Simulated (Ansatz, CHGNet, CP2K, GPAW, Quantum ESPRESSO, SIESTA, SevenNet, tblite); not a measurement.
# Running random packing of C71N29 (at. %) (109 atoms) with tblite

Wanted: tblite inputs and outputs for random packing of C71N29 (at. %) (109 atoms), checked against a plane-wave reference.

Program: tblite 0.8.0. Level of theory: the method is named at each step. Results are calculated unless marked as measured.

### Step 1. The starting structure

The cell holds 109 atoms: 77 C and 32 N. Its edges and angles: a = 9.809 Å, b = 9.809 Å, c = 9.809 Å, α = 90.0°, β = 90.0°, γ = 90.0°. 109 atoms (77 C, 32 N) packed at random in a cube at 2.42 g/cm³ and pushed apart as soft spheres; a start for melting by ab initio MD, not an equilibrated structure. Then every atom was moved at random, 0.03 Å r.m.s. a Cartesian component.

The yardstick, on the same geometry:

| Quantity | Value |
| --- | --- |
| method | Kohn-Sham DFT, PBE, PAW, plane waves (Ansatz 0.2.0); cutoff 420 eV, Γ point, fermi-dirac smearing of 0.05 eV; PAW set soft_2 |
| r.m.s. force component | 1.943 eV/Å |
| longest force | 8.61 eV/Å |
| pressure | -23.6 GPa |
| SCF cycles | 9 |
| time | 5.8 s on 8 threads of Arm Neoverse V2, shared host |
| CPU time | 41 s |

### Step 2. GFN1-xTB

Method: GFN1-xTB tight binding, diagonalisation.

File run.py:

```python
import numpy as np
from ase.io import read
from tblite.ase import TBLite

atoms = read("structure.xyz")
atoms.calc = TBLite(method="GFN1-xTB", electronic_temperature=580, accuracy=1.0, max_iterations=250, mixer_damping=0.1, verbosity=1)
energy = atoms.get_potential_energy()
forces = atoms.get_forces()
print(f"energy {energy:.6f} eV")
print("forces (eV/A)")
for i, (a, f) in enumerate(zip(atoms, forces)):
    print(f"{i:4d} {a.symbol:2s} {f[0]:10.5f} {f[1]:10.5f} {f[2]:10.5f}")
stress = -atoms.get_stress(voigt=False) * 160.21766
print("stress (GPa, compression positive)")
for row in stress:
    print(" ".join(f"{x:10.4f}" for x in row))
print("charges (e)")
print(np.array2string(atoms.get_charges(), precision=4, suppress_small=True, max_line_width=110, threshold=100000))
```

File structure.xyz:

```xyz
109
Lattice="9.80880 0.00000 0.00000 0.00000 9.80880 0.00000 0.00000 0.00000 9.80880" Properties=species:S:1:pos:R:3 pbc="T T T"
C 4.67056 5.25487 7.32148
C 0.20167 8.98820 5.13756
C 3.55638 0.60481 7.40859
C 3.51861 2.66191 1.77353
C 3.30959 7.64871 1.97275
C 0.46906 6.19681 3.80140
C 5.53824 1.32350 1.82444
C 6.91579 7.48156 4.73029
C 8.73425 5.68704 8.22615
C 6.27910 2.00306 4.60994
C 1.69123 2.43052 1.80443
C 1.85700 3.36108 5.92461
C 7.45224 5.95002 2.07495
C 5.89048 7.07499 0.42874
C 2.39688 2.96010 4.04466
C 7.75268 0.60618 1.79275
C 0.72948 0.36165 3.75030
C 4.09007 7.24105 0.35312
C 1.98981 5.26428 4.45172
C 7.61545 2.58226 0.00579
C 1.17961 8.22762 2.25426
C 5.21367 3.04338 6.00436
C 9.41400 4.79287 5.47537
C 1.85406 0.61158 5.58425
C 1.62885 0.80432 8.72267
C 4.55295 9.00830 8.47598
C 6.36258 5.84340 3.70488
C 0.79294 4.97561 8.52659
C 8.28824 4.10626 2.63396
C 1.51379 4.99886 0.94655
C 0.66249 4.73912 2.78079
C 7.12070 5.59504 8.79741
C 7.69903 0.93066 4.99474
C 0.34488 7.25528 7.69785
C 6.05782 9.63057 2.84799
C 0.79902 2.76432 3.83151
C 2.84396 0.81276 0.29897
C 8.79182 1.82777 8.09422
C 7.25086 4.35668 4.85055
C 9.17084 9.57780 2.34205
C 4.56001 5.04682 2.78109
C 3.87399 4.96512 0.12241
C 6.42270 6.31020 5.74580
C 5.50489 4.17659 4.49606
C 4.44368 5.26193 5.73648
C 2.60021 8.45666 0.10780
C 9.12003 2.04249 4.58669
C 9.35357 2.78178 2.71978
C 7.40692 9.01183 3.56501
C 0.78166 1.89771 5.75325
C 1.57029 7.35219 4.96335
C 8.24096 6.37248 5.36757
C 0.26072 8.65793 8.90698
C 2.67172 4.82289 6.54983
C 0.20422 3.48261 7.10540
C 0.24836 3.02543 0.69976
[... 49 atom lines left out ...]
N 4.51931 3.16579 3.13440
N 5.04084 3.51420 7.74621
N 4.86232 0.99716 9.07275
N 9.36093 1.15548 1.08662
```

The run is started by

```
OMP_NUM_THREADS=1 python run.py > output.txt
```

The program printed:

```text
------------------------------------------------------------
  cycle        total energy    energy error   density error
------------------------------------------------------------
      1     -235.4490344085  -2.3524657E+02   6.5850862E-01
      2     -236.7344422164  -1.2854078E+00   5.2291863E-01
      3     -241.9793013694  -5.2448592E+00   4.1789773E-01
      4     -246.5745891698  -4.5952878E+00   3.4960775E-01
      5     -247.0500704825  -4.7548131E-01   3.1091955E-01
      6     -249.7754437880  -2.7253733E+00   2.2830826E-01
      7     -248.9336566511   8.4178714E-01   1.7468517E-01
      8     -249.8584195929  -9.2476294E-01   9.7976788E-02
      9     -250.1600968282  -3.0167724E-01   5.7156209E-02
     10     -250.3169686638  -1.5687184E-01   3.1036141E-02
     11     -250.4187620316  -1.0179337E-01   1.3420614E-02
     12     -250.4362452595  -1.7483228E-02   4.9786503E-03
     13     -250.4373482776  -1.1030180E-03   2.2504138E-03
     14     -250.4373383678   9.9097743E-06   1.9078752E-03
     15     -250.4374894240  -1.5105622E-04   1.3886609E-03
     16     -250.4375182256  -2.8801575E-05   1.1194579E-03
     17     -250.4375142069   4.0186649E-06   7.9131394E-04
     18     -250.4375071155   7.0913778E-06   5.1689022E-04
     19     -250.4375210420  -1.3926495E-05   2.9832424E-04
     20     -250.4375289983  -7.9563079E-06   9.0627269E-05
     21     -250.4375291857  -1.8734761E-07   3.6188959E-05
     22     -250.4375292268  -4.1127919E-08   1.5622492E-05
------------------------------------------------------------
 total:                                   2.002 sec
energy -6814.752283 eV
forces (eV/A)
   0 C    -0.72958   -0.70139   -1.75797
   1 C     3.13147   -2.38280   -2.86958
   2 C    -0.34147   -0.51101   -0.92375
   3 C    -1.35734    4.66080   -0.20111
   4 C     1.70736   -3.12624   -3.16076
   5 C     4.20107    1.56437   -0.69080
   6 C     1.65519   -4.42131    2.44922
   7 C     1.35968   -3.80054    0.33247
   8 C    -3.15388    3.11221   -2.39487
   9 C     1.85660   -5.27800    5.02397
  10 C     2.76403   -2.50558   -1.46377
  11 C     1.39469   -1.43333    0.36024
  12 C     2.46400    2.31514    3.08598
  13 C    -3.77298    2.81848    1.29605
  14 C    -4.76593   -3.38782    1.32366
  15 C     4.28179    3.95708    0.33889
  16 C    -1.30502    0.24228   -0.08508
  17 C    -3.03577    1.99525    1.57036
  18 C     0.81580    3.67905   -2.48576
  19 C    -2.17213    0.74693   -3.68751
  20 C    -2.46412   -3.06872    2.33797
  21 C    -0.62599   -3.40309    0.00830
  22 C    -1.03502    1.64995    0.40351
  23 C    -1.82762    3.68530   -3.45348
[...]
101 N     0.34008    2.92035   -0.95372
 102 N    -3.76129   -0.65669    3.02793
 103 N    -2.88372    3.57966    3.68080
 104 N    -1.33529    2.42189   -4.09413
 105 N    -1.27637    1.74323   -2.87247
 106 N     2.21811    2.92571   -3.43272
 107 N    -2.48972    1.00125   -1.74882
 108 N    -2.50125   -2.79665    0.00117
stress (GPa, compression positive)
  -54.1519     2.0362    -3.1050
    2.0362   -59.5726     0.4549
   -3.1050     0.4549   -50.2082
charges (e)
[ 0.1965  0.0587  0.1715  0.1171  0.1804  0.0256  0.1     0.1401  0.0404  0.0476 -0.0034  0.0553  0.2009
  0.0778 -0.0083  0.0419 -0.0012  0.2104  0.0127  0.1303 -0.0002  0.1108  0.0848  0.0364 -0.0197  0.1901
  0.0269  0.1388  0.1546  0.0257 -0.0226  0.1364  0.0521  0.1443  0.0508  0.0615 -0.0022 -0.0381 -0.0842
  0.0657  0.188   0.2033  0.0251  0.1052  0.063   0.0354 -0.0439  0.0613  0.0821  0.0153  0.1115 -0.0472
  0.0993  0.1368  0.0056  0.0155  0.2325  0.0556  0.1447  0.0727  0.0189 -0.0115  0.1356  0.103   0.0616
  0.0276  0.1687 -0.0829  0.3414  0.0257  0.1047  0.0076  0.1026  0.0795  0.1581  0.0674  0.0369 -0.1472
 -0.3467 -0.2234 -0.2485 -0.2671 -0.1932 -0.0849 -0.2537 -0.2634 -0.0747 -0.251  -0.1354 -0.2005 -0.1395
 -0.1653 -0.1192 -0.14   -0.2427 -0.0641 -0.2496 -0.1753 -0.119  -0.1557 -0.1183 -0.1046 -0.2093 -0.223
 -0.0799 -0.2741 -0.0331 -0.2008 -0.3093]
```

Elapsed: 2.5 s, on 1 thread of Arm Neoverse V2, shared host; peak memory 0.12 GiB.

Banners, paths, timers and routine set-up lines are dropped from the logs unmarked, and long logs keep their key lines alone; longer cuts are marked.

Numbers from this run, and their distance from the reference:

- r.m.s. force component: 2.588 eV/Å
- r.m.s. difference of force components: 852.1 meV/Å
- longest difference of force vectors: 2836 meV/Å
- force difference over r.m.s. force: 43.86 %
- slope of forces against the reference's: 1.291
- correlation of force components: 0.9691
- pressure: -54.64 GPa
- pressure difference: -31.04 GPa

Length of the force difference by element (eV/Å):

```tsv
element	atoms	mean	most
C	77	1.3	2.8
N	32	1.4	2.6
```

A closer look about N97, which bears the longest force: 9 atoms, nearest first, numbered in the order of the input, with positions taken from that point.

```tsv
atom	x	y	z	distance (Å)	Mulliken charge (e)	Fx	Fy	Fz (eV/Å)
N97	0.00	0.00	0.00	0.00	-0.25	8.35	-4.95	2.55
C29	1.52	0.54	0.37	1.65	0.15	-0.69	0.50	-0.53
C64	1.03	-1.40	0.18	1.75	0.10	-1.24	-0.40	-1.57
N86	1.23	1.13	-1.51	2.25	-0.26	0.32	0.16	1.45
N92	-1.25	1.05	-1.55	2.25	-0.17	-5.80	1.91	-4.12
N106	-2.25	-0.40	0.87	2.44	-0.27	-1.28	1.74	-2.87
C13	0.68	2.39	-0.19	2.49	0.20	2.46	2.32	3.09
C7	-1.23	-2.24	-0.44	2.59	0.10	1.66	-4.42	2.45
C20	0.85	-0.98	-2.26	2.61	0.13	-2.17	0.75	-3.69
```

Atoms are counted from 1 here, from 0 in the log.

Forces lie 44 % from the reference's, at 0.060 times its CPU time (on 1 against 8 cores).

### Step 3. What came out

* force difference from the reference: tblite GFN1-xTB, 44 %
* its CPU time: 2.5 s

What this shows: Tight binding differs by 44 % (tblite GFN1-xTB); it is another model, with fitted parameters of its own, and the xTB methods hold dispersion. One electronic-structure run takes under half the reference's CPU time: tblite GFN1-xTB, at 44 % in 2.5 s against 41 s; its pressure misses by -31.0 GPa. Periodic xTB results under one method name differ between programs and library versions. The reference's stress is far from hydrostatic: its diagonal is -24.3, -26.8, -19.7 GPa, compression counted positive. The reference's pressure of -24 GPa says that the cell would shrink at this level of theory. The electronic-structure runs sample only Γ, in a cell whose shortest periodic width is 10 Å, which is coarse for a cell with partly filled levels.

[Also dropped from logs without a mark: logging warnings of Python, and SIESTA's first energy breakdown and zero terms.]

[Logs are printed without paths, hosts, clocks, repeated set-up lines and the standing remarks that a program may print on its own settings, such as how far it seeks lower states.]

[Hosts, paths, dates, database ids (printed as entryN), source tags and the programs' standing remarks are cut or masked in the printed files.]
